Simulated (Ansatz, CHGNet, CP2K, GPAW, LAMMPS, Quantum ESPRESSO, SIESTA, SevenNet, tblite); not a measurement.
## Aqueous Cs+ and SO4 2-, 1.7 mol of salt per kg of water at 360 K (106 atoms) in other programs, against a plane-wave reference

Wanted: errors and costs of other methods on aqueous Cs+ and SO4 2-, 1.7 mol of salt per kg of water at 360 K (106 atoms). A plane-wave run serves as the reference.

Main program and level: Ansatz 0.2.0; Kohn-Sham DFT, PBE, PAW, plane waves.

## 1. Starting point

The cell holds 106 atoms: 37 O, 1 S, 66 H and 2 Cs. Its edges and angles: a = 10.287 Å, b = 10.287 Å, c = 10.287 Å, α = 90.0°, β = 90.0°, γ = 90.0°. 33 H2O, 2 Cs+, 1 SO4 2- placed at random, at 1.46 g/cm³; overlaps pushed apart, then 10 ps at 420 K with Joung-Cheatham ions (J. Phys. Chem. B 112, 9020 (2008)); MMFF94 bonds, angles, torsions, charges and radii (Halgren, J. Comput. Chem. 17, 490 (1996)) in harmonic and 12-6 forms; SPC/E water (Berendsen, Grigera and Straatsma, J. Phys. Chem. 91, 6269 (1987)). Snapshot after 20 ps at 360 K and fixed volume.

## 2. Reference: Ansatz, plane waves

The PAW files are the set soft_2.

File input.yaml:

```yaml
crystal:
  lattice:
    - [10.2866, 0.0, 0.0]
    - [0.0, 10.2866, 0.0]
    - [0.0, 0.0, 10.2866]
  atoms:
    - { symbol: O, position: [0.33369, 0.81119, 0.99038] }
    - { symbol: S, position: [0.20575, 0.76501, 0.02262] }
    - { symbol: O, position: [0.1123, 0.86468, 0.03966] }
    - { symbol: O, position: [0.16794, 0.68239, 0.91656] }
    [... 96 atom lines left out ...]
    - { symbol: H, position: [0.08593, 0.16599, 0.95581] }
    - { symbol: O, position: [0.37199, 0.28502, 0.85777] }
    - { symbol: H, position: [0.38836, 0.20955, 0.91682] }
    - { symbol: H, position: [0.45382, 0.3365, 0.84754] }
    - { symbol: Cs, position: [0.0156, 0.82526, 0.76294] }
    - { symbol: Cs, position: [0.1588, 0.2965, 0.67854] }
kpoints:
  mp_grid: { grid: [1, 1, 1] }
hamiltonian:
  xc: pbe
scf:
  occupations: { method: fermi_dirac, width: 0.05 }
output:
  forces: true
  eigenvalues: true
  populations: true
  stress: true
```

Started as:

```console
$ ansatz run input.yaml --threads 8 --pin off --max-ram 15872MiB --backend cpu --events-out ev --progress --plain --runs-dir out
```

Numbers of over 12 decimals in the logs are rounded to 6 here.

What it wrote:

```text
[...]
Pseudopotentials: kind: paw
Pseudopotential: O, paw, valence charge 6, recommended cutoff 420 eV (normal), O.paw.azcp
Pseudopotential: S, paw, valence charge 6, recommended cutoff 420 eV (normal), S.paw.azcp
Pseudopotential: H, paw, valence charge 1, recommended cutoff 420 eV (normal), H.paw.azcp
Pseudopotential: Cs, paw, valence charge 9, recommended cutoff 420 eV (normal), Cs.paw.azcp
[... 5 lines on functional and potentials left out ...]
Crystal: 106 atoms, lattice volume = 1088.468 Å³
Basis set: ecut = 420 eV, 21247 PW (Γ), exchange–correlation on 144×144×144 points (8 copies of the dense FFT grid, shifted against one another)
Bands: 262, of which v1, the nominal top of the filled ones, is band 156 counted from 1 (155 counted from 0)
Symmetry: 1 space group operations
Space group: P1 (ITA 1), of the structure as read, at distance tolerance 1.0e-4 Å
k-points: 1
[... 9 lines on functional and potentials left out ...]
Initial density: superposition of atomic densities (neutral atoms: chi_scale 0, normalization atom), corrected by the library's trained network
Initial wavefunctions: pseudopotential atomic-orbital guess
[...]
SCF iter   1: F=—  HF=-34299.305002 eV  |F-HF|=—  |Δ(HF+E_count)|=         —  Δρ=3.03e-3  dr2=1.21e-1  ethr=1.77e-3  ⟨swp⟩=5.0  Hψ=1172  notcnv=0  defer=89
preconditioner: auto → Resta (q_TF=auto, 2.215 Å⁻¹)  ε∞=2.3  [insulator: Δε(μ)=4.198 eV  Ē_g=17.457 eV  σ=0.050 eV  W_gap=1.00  n_scr=202 (ndim 8)  ℏωp=19.8 eV  f_vac=0.236  D(μ)=0.00/eV (n_scr^D=0)  ε∞_Penn≈2.3]
[...]
SCF iter   8: F=—  HF=-34299.227866 eV  |F-HF|=—  |Δ(HF+E_count)|=   3.36e-7  Δρ=4.90e-6  dr2=2.22e-7  ethr=3.45e-10  ⟨swp⟩=2.0  Hψ=319  notcnv=0  defer=99
SCF iter   9: F=-34299.227866 eV  HF=-34299.227866 eV  |F-HF|=7.06e-9  |Δ(HF+E_count)|=   2.99e-8  Δρ=1.43e-6  dr2=2.01e-8  ethr=3.21e-11  ⟨swp⟩=18.0  Hψ=1704  notcnv=0
SCF 1 converged in 9 iterations: F = -34299.227866 eV  dr2 = 2.01e-8
[...]
SCF converged after 9 iterations
Free energy (F): -34299.227866 eV
Harris-Foulkes:  -34299.227866 eV  (|F-HF|=7.06e-9)
Internal energy: -34299.227866 eV  (E = F + TS)
E sigma→0 (E₀):  -34299.227866 eV
Fermi energy:    0.868848 eV
--- Per-component energies (eV) ---
[...]
Σ components = -34299.227866   (vs F -34299.227866, Δ=0.00e0)
--- Forces (eV/Å), atoms counted from 1 ---
  atom   1  O      1.76247290     2.65371424    -0.35361673
  atom   2  S      2.01067795    -2.11353599    -0.94462482
  atom   3  O     -2.50805295     2.88422217     0.49670074
  atom   4  O     -1.09409081    -2.08021164    -1.84366689
[...]
atom 106  Cs     0.07049796    -0.18373171     0.10283353
  max |Σ_I F_I| component: 4.33e-5 eV/Å
--- Stress (GPa, compression-positive) ---
        0.811305      -0.476994       0.210698
       -0.476994      -0.634576       0.544568
        0.210698       0.544569       1.302030
  P = ⅓ Tr σ = 0.4929 GPa (4.929 kbar)
--- Band table (eV) ---
  k-point 0: bands = ["-26.2554", "-22.1617", "-21.6491", "-21.5070", [... 246 levels ...], "11.3450", "11.3720", "11.3971", "11.4596", "11.5614", "11.6043", "11.6356", "11.6789", "11.6906", "11.8201", "11.8384", "11.9029"]
--- Löwdin populations: 106 sites ---
  site symbol       q [e]
     0      O      6.7428
     1      S      3.3972
     2      O      6.7465
[...]
105     Cs      8.0890
  spilling = 0.011511 (of n_electrons = 312.000000)
```

Wall time 5.8 s (8 threads of Arm Neoverse V2, shared host); peak memory 1.2 GiB; 40 s of CPU time.

Read from the output:

* free energy: -34299.2279 eV
* free energy per atom: -323.5776 eV/atom
* SCF cycles: 9
* pressure: 0.4929 GPa
* r.m.s. force component: 0.6808 eV/Å
* longest force: 3.854 eV/Å
* Fermi energy: 0.8688 eV
* gap (highest filled to lowest empty level): 4.141 eV
* spilling of the projection: 0.01151

Length of the force by element:

```csv
element,coordination,atoms,mean length of the force (eV/Å),spread,least,most
Cs,all,2,1.07,0.851,0.222,1.92
H,all,66,1.01,0.303,0.400,1.65
O,all,37,0.967,0.849,0.236,3.85
S,all,1,3.07,0,3.07,3.07
```

Löwdin charges by element (they lack the spilled electrons, 0.034 e an atom on average):

```csv
element,coordination,atoms,mean charge (e),spread,least,most
Cs,all,2,0.906,0.0049,0.901,0.911
H,all,66,0.384,0.0118,0.357,0.409
O,all,37,-0.708,0.0347,-0.804,-0.647
S,all,1,2.60,0,2.60,2.60
```

The levels nearest the highest filled one (over half full), pooled over k-points and spins:

```
level less the highest filled one (eV)  occupation
                                -0.270           2
                                -0.245           2
                                -0.203           2
                                -0.199           2
                                -0.163           2
                                     0           2
                                  4.14           0
                                  5.60           0
                                  5.81           0
                                  5.85           0
                                  6.07           0
                                  6.18           0
```

The run ends at a pressure of 0.49 GPa, with forces up to 3.9 eV/Å.

## 3. What was run beside it

The programs:
- CHGNet: machine-learned potential, published weights.
- CP2K 2026.2: Gaussian basis with GTH pseudopotentials and a plane-wave density; labels give functional, basis (MOLOPT sets; SR short-range, UZH the newer set with its own potentials), grid cutoff/relative cutoff and solver (OT: orbital transformation; TRS4, TC2, SIGN: linear-scaling purification with its sparsity filter), or its built-in tight binding.
- GPAW 26.7.0: PAW with atomic orbitals (LCAO), plane waves or a real-space grid of spacing h.
- Quantum ESPRESSO 7.5: plane waves; labels (QE) give functional, pseudopotential set and cutoffs of waves/density.
- SIESTA 5.4.2: numerical atomic orbitals, whose automatically made sets are far from complete, with PseudoDojo norm-conserving potentials that we converted to its format (checked against plane waves on the same files for H, C, O, Si, Ge and Ca alone); labels give functional, basis size, energy shift and mesh cutoff.
- SevenNet: machine-learned potential, published weights.
- tblite 0.8.0: extended tight binding, driven from Python.

All use the same cell and atoms; the electronic-structure runs use the same k-mesh, and an electronic temperature of 580 K (0.05 eV) where levels are smeared.

Differences are against the plane-wave reference, forces as r.m.s. over components; share is that over the reference's r.m.s. force, slope the least-squares factor from reference forces to these. Total energies of different programs have different zeros and aren't compared.

| run | Δ force, r.m.s. (meV/Å) | share (%) | slope | Δ pressure (GPa) | Δ gap (eV) | cores | CPU time | memory (GiB) |
| --- | --- | --- | --- | --- | --- | --- | --- | --- |
| reference | - | - | - | - | - | 8 | 40 s | 1.2 |
| CHGNet r2SCAN potential | 266 | 39.1 | 0.915 | -2.79 | - | 1 | 4.3 s | 1.8 |
| CP2K GFN1-xTB, OT DIIS | 403 | 59.2 | 1.136 | -4.93 | - | 1 | 5.4 s | 0.36 |
| CP2K PBE+D3, DZVP-UZH, 600/50 Ry, OT CG | 134 | 19.7 | 0.965 | 0.362 | 0.0642 | 4 | 9.9 min | 2.8 |
| CP2K PBE, DZVP-UZH, 210/50 Ry, OT CG (coarse) | 165 | 24.3 | 0.958 | 1.32 | 0.0427 | 2 | 6.7 min | 0.57 |
| CP2K PBE, DZVP-UZH, 600/50 Ry, OT CG | 137 | 20.1 | 0.961 | 1.07 | 0.0642 | 4 | 10 min | 2.7 |
| CP2K PBE, SZV-MOLOPT-SR, 600/50 Ry, OT CG (coarse) | 2241 | 329 | 0.713 | 12.7 | -0.265 | 2 | 6 min | 1.6 |
| CP2K PBE, SZV-MOLOPT-SR, 600/50 Ry, TC2 filter 1e-04, SCF 1e-05 (coarse) | 2242 | 329 | 0.720 | 12.7 | - | 1 | 63 s | 1.5 |
| CP2K PBE, SZV-MOLOPT-SR, 600/50 Ry, TC2 filter 1e-06, SCF 1e-06 (coarse) | 2242 | 329 | 0.715 | 12.7 | - | 1 | 52 s | 1.5 |
| CP2K PBE, SZV-MOLOPT-SR, 600/50 Ry, TC2 filter 1e-07, SCF 1e-07 (coarse) | 2241 | 329 | 0.713 | 12.7 | - | 1 | 65 s | 1.5 |
| GPAW LDA, LCAO dzp, h 0.18 Å | 582 | 85.5 | 0.633 | - | -0.319 | 2 | 86 s | 1.3 |
| GPAW PBE, LCAO dzp, h 0.18 Å | 459 | 67.5 | 0.839 | - | -0.0758 | 2 | 97 s | 1.3 |
| GPAW PBE, LCAO sz(dzp), h 0.18 Å (coarse) | 3060 | 449 | -0.108 | - | -0.833 | 1 | 33 s | 0.86 |
| GPAW PBE, LCAO szp(dzp), h 0.18 Å (coarse) | 1548 | 227 | 0.014 | - | 0.0465 | 1 | 64 s | 1.0 |
| QE PBE+D3(BJ), sssp-1.3.0-efficiency, 60/480 Ry | 16.6 | 2.45 | 0.995 | -0.900 | -0.0012 | 2 | 5.7 min | 2.7 |
| QE PBE, sssp-1.3.0-efficiency, 60/480 Ry | 16.3 | 2.40 | 0.995 | -0.183 | -0.0012 | 2 | 5.6 min | 2.7 |
| SIESTA PBE, DZ, shift 0.01 Ry, mesh 500 Ry (coarse) | 1386 | 204 | 1.188 | 2.78 | -0.472 | 2 | 81 s | 1.1 |
| SIESTA PBE, DZP, shift 0.01 Ry, mesh 500 Ry | 242 | 35.5 | 0.896 | -0.157 | 0.0411 | 2 | 2.7 min | 1.6 |
| SIESTA PBE, SZ, shift 0.01 Ry, mesh 500 Ry (coarse) | 3229 | 474 | -0.092 | 13.9 | -1.05 | 1 | 61 s | 0.7 |
| SIESTA PBE, SZ, shift 0.02 Ry, mesh 500 Ry (coarse) | 3139 | 461 | -0.007 | 10.9 | -1.20 | 1 | 54 s | 0.64 |
| SevenNet 0 potential | 85.4 | 12.5 | 0.906 | -0.256 | - | 1 | 7.6 s | 1.2 |
| SevenNet l3i5 potential | 80.2 | 11.8 | 0.912 | -0.252 | - | 1 | 11 s | 2.1 |
| tblite GFN1-xTB | 334 | 49.1 | 1.086 | -4.41 | - | 1 | 3.3 s | 0.16 |

Rows marked coarse were listed beforehand as settings not expected to be converged; some can still land near the reference.

Times of the machine-learned potentials are mostly Python's start and the loading of weights.

CPU time is summed over cores on a shared host, where runs went side by side, so it is rough. Symmetry, cutoffs, thresholds, outputs and thread counts weren't matched or tuned between programs; memory under MPI is the largest rank's times the ranks.

Left out of this page: tblite IPEA1-xTB (killed or ended with an error); QE PBE, sssp-1.3.0-efficiency, 60/30 Ry (killed or ended with an error).

Runs without a result: SIESTA PBE, SZ, shift 0.02 Ry, mesh 500 Ry, order-N, radius 4.5 Å, eta -2.13 eV (stopped at the start: stopping program Stopping Program from Node:    1); SIESTA PBE, SZ, shift 0.02 Ry, mesh 500 Ry, order-N, radius 3.5 Å, eta -2.13 eV (stopped at the start: stopping program Stopping Program from Node:    0).

Mean charges by element (e), by run and scheme:

```
                                        run     scheme      O      S      H     Cs
                                  reference     Löwdin  -0.71  +2.60  +0.38  +0.91
                     CP2K GFN1-xTB, OT DIIS   Mulliken  -0.72  +0.65  +0.36  +1.27
    CP2K PBE+D3, DZVP-UZH, 600/50 Ry, OT CG   Mulliken  -0.59  +0.52  +0.30  +0.80
       CP2K PBE, DZVP-UZH, 600/50 Ry, OT CG   Mulliken  -0.59  +0.52  +0.30  +0.80
SIESTA PBE, DZP, shift 0.01 Ry, mesh 500 Ry  Hirshfeld  -0.19  +0.47  +0.09  +0.39
                            tblite GFN1-xTB   Mulliken  -0.69  +0.67  +0.36  +0.69
```

The reference's Löwdin charges lack the electrons that the projection spills, 0.034 e an atom on average.

Within one program, basis, potentials and functional, energies share a zero. Each run against its twin at the usual cutoff or grid and solver:

```csv
run,twin,Δ energy (meV/atom),"Δ force, r.m.s. (meV/Å)",CPU time over the twin's
"CP2K PBE, DZVP-UZH, 210/50 Ry, OT CG","DZVP-UZH, 600/50 Ry, OT CG",-7.91,95.0,0.67 (this twin ran on 4 cores)
"CP2K PBE, SZV-MOLOPT-SR, 600/50 Ry, TC2 filter 1e-04, SCF 1e-05","SZV-MOLOPT-SR, 600/50 Ry, OT CG",-0.0832,7.98,0.17 (this twin ran on 2 cores)
"CP2K PBE, SZV-MOLOPT-SR, 600/50 Ry, TC2 filter 1e-06, SCF 1e-06","SZV-MOLOPT-SR, 600/50 Ry, OT CG",0.0124,3.16,0.14 (this twin ran on 2 cores)
"CP2K PBE, SZV-MOLOPT-SR, 600/50 Ry, TC2 filter 1e-07, SCF 1e-07","SZV-MOLOPT-SR, 600/50 Ry, OT CG",-0.0048,0.715,0.18 (this twin ran on 2 cores)
```

## 4. Summary of results

| Item | Value |
| --- | --- |
| reference r.m.s. force component | 0.681 eV/Å |
| nearest in forces | a tie at 2.4 % of 2 runs: QE PBE+D3(BJ), sssp-1.3.0-efficiency, 60/480 Ry; QE PBE, sssp-1.3.0-efficiency, 60/480 Ry |
| farthest in forces | SIESTA PBE, SZ, shift 0.01 Ry, mesh 500 Ry (coarse), 474 % |
| cheapest electronic-structure run beside the reference | tblite GFN1-xTB, 3.3 s of CPU time |

PBE on plane waves or a grid with other potentials, cutoffs or grids, coarse settings apart, differs from the reference by 2.4 % (QE PBE, sssp-1.3.0-efficiency, 60/480 Ry) of the r.m.s. force; this holds the reference's own error, so differences of a few per cent don't tell which side is nearer the exact PBE result (QE's 60 Ry are 816 eV, against the reference's 420 eV). The PBE runs in local orbitals, coarse settings apart, differ by 20 % (CP2K PBE, DZVP-UZH, 600/50 Ry, OT CG) to 67 % (GPAW PBE, LCAO dzp, h 0.18 Å); basis, grid and potentials can all enter. Tight binding differs by 49 % (tblite GFN1-xTB) to 59 % (CP2K GFN1-xTB, OT DIIS); it is another model, with fitted parameters of its own, and the xTB methods hold dispersion. Machine-learned potentials differ by 12 % (SevenNet l3i5 potential) to 39 % (CHGNet r2SCAN potential); they were trained on other programs' data, some at another functional. Rows with another functional or a dispersion term differ by 2.4 % (QE PBE+D3(BJ), sssp-1.3.0-efficiency, 60/480 Ry) to 85 % (GPAW LDA, LCAO dzp, h 0.18 Å), which mixes the change of model with differences of basis and potentials. Runs with settings chosen to be coarse differ by 24 % (CP2K PBE, DZVP-UZH, 210/50 Ry, OT CG) to 474 % (SIESTA PBE, SZ, shift 0.01 Ry, mesh 500 Ry), their programs' other errors included. Of the electronic-structure runs that take under half the reference's CPU time, tblite GFN1-xTB comes nearest, at 49 % in 3.3 s against 40 s; its pressure misses by -4.4 GPa. In CP2K PBE, DZVP-UZH, 600/50 Ry, OT CG the difference has nearly one length on every H (0.20 eV/Å) and points along its bond, outwards: this method prefers longer bonds, and stiff bonds to hydrogen turn a small shift into a large force. At the same functional, gaps differ from the reference's 4.14 eV by between -1.20 and +0.06 eV. In pressure, SIESTA PBE, SZ, shift 0.01 Ry, mesh 500 Ry misses by +13.9 GPa, at the same functional. Charges hang on model, scheme and program or settings: among these rows the mean for S runs from +0.47 to +2.60 e. With TC2, tightening the sparsity filter from 1e-04 to 1e-07, and the SCF threshold with it, takes the force difference from the cubic solver from 8.0 to 0.71 meV/Å, and the CPU time from 0.17 to 0.18 times the cubic solver's. In the reference: filled and empty levels are parted by 4.14 eV (at Γ alone); a semilocal functional tends to put such gaps too low. In a disordered cell it changes from sample to sample and from frame to frame. In the reference: mean Löwdin charges: Cs +0.91, H +0.38, O -0.71, S +2.60 e (they miss 1.2 % of the electrons, so they add up to more than the cell's charge). Periodic xTB results under one method name differ between programs and library versions. With short bonds to hydrogen, sets of potentials differ among themselves by several per cent in forces even at converged cutoffs, so the reference isn't exact here either. Machine-learned potentials mimic data converged in k, so the reference's own k-point error enters their differences. The network of contacts between molecules at the start is that of the classical potential that made the cell, and needn't be the one that DFT or experiment would give. The concentration wasn't checked against solubility and may exceed it. The reference's PBE has no dispersion term, which matters for the binding between molecules or layers. The density was typed from a rule of thumb and may lie off the real one at this temperature. The electronic-structure runs sample only Γ, in a cell whose shortest periodic width is 10 Å. Spin–orbit coupling is left out, which matters for the levels of the heavy elements.

[Also dropped from logs without a mark: logging warnings of Python, and SIESTA's first energy breakdown and zero terms.]

[Logs are printed without paths, hosts, clocks, repeated set-up lines and the standing remarks that a program may print on its own settings, such as how far it seeks lower states.]

[Hosts, paths, dates, database ids (printed as entryN), source tags and the programs' standing remarks are cut or masked in the printed files.]

[The MMFF94 radii named for the starting cell were scaled by 0.96; in molecules described by MMFF94, hydrogen bound to N, O or S took a small fixed 12-6 site in their place.]
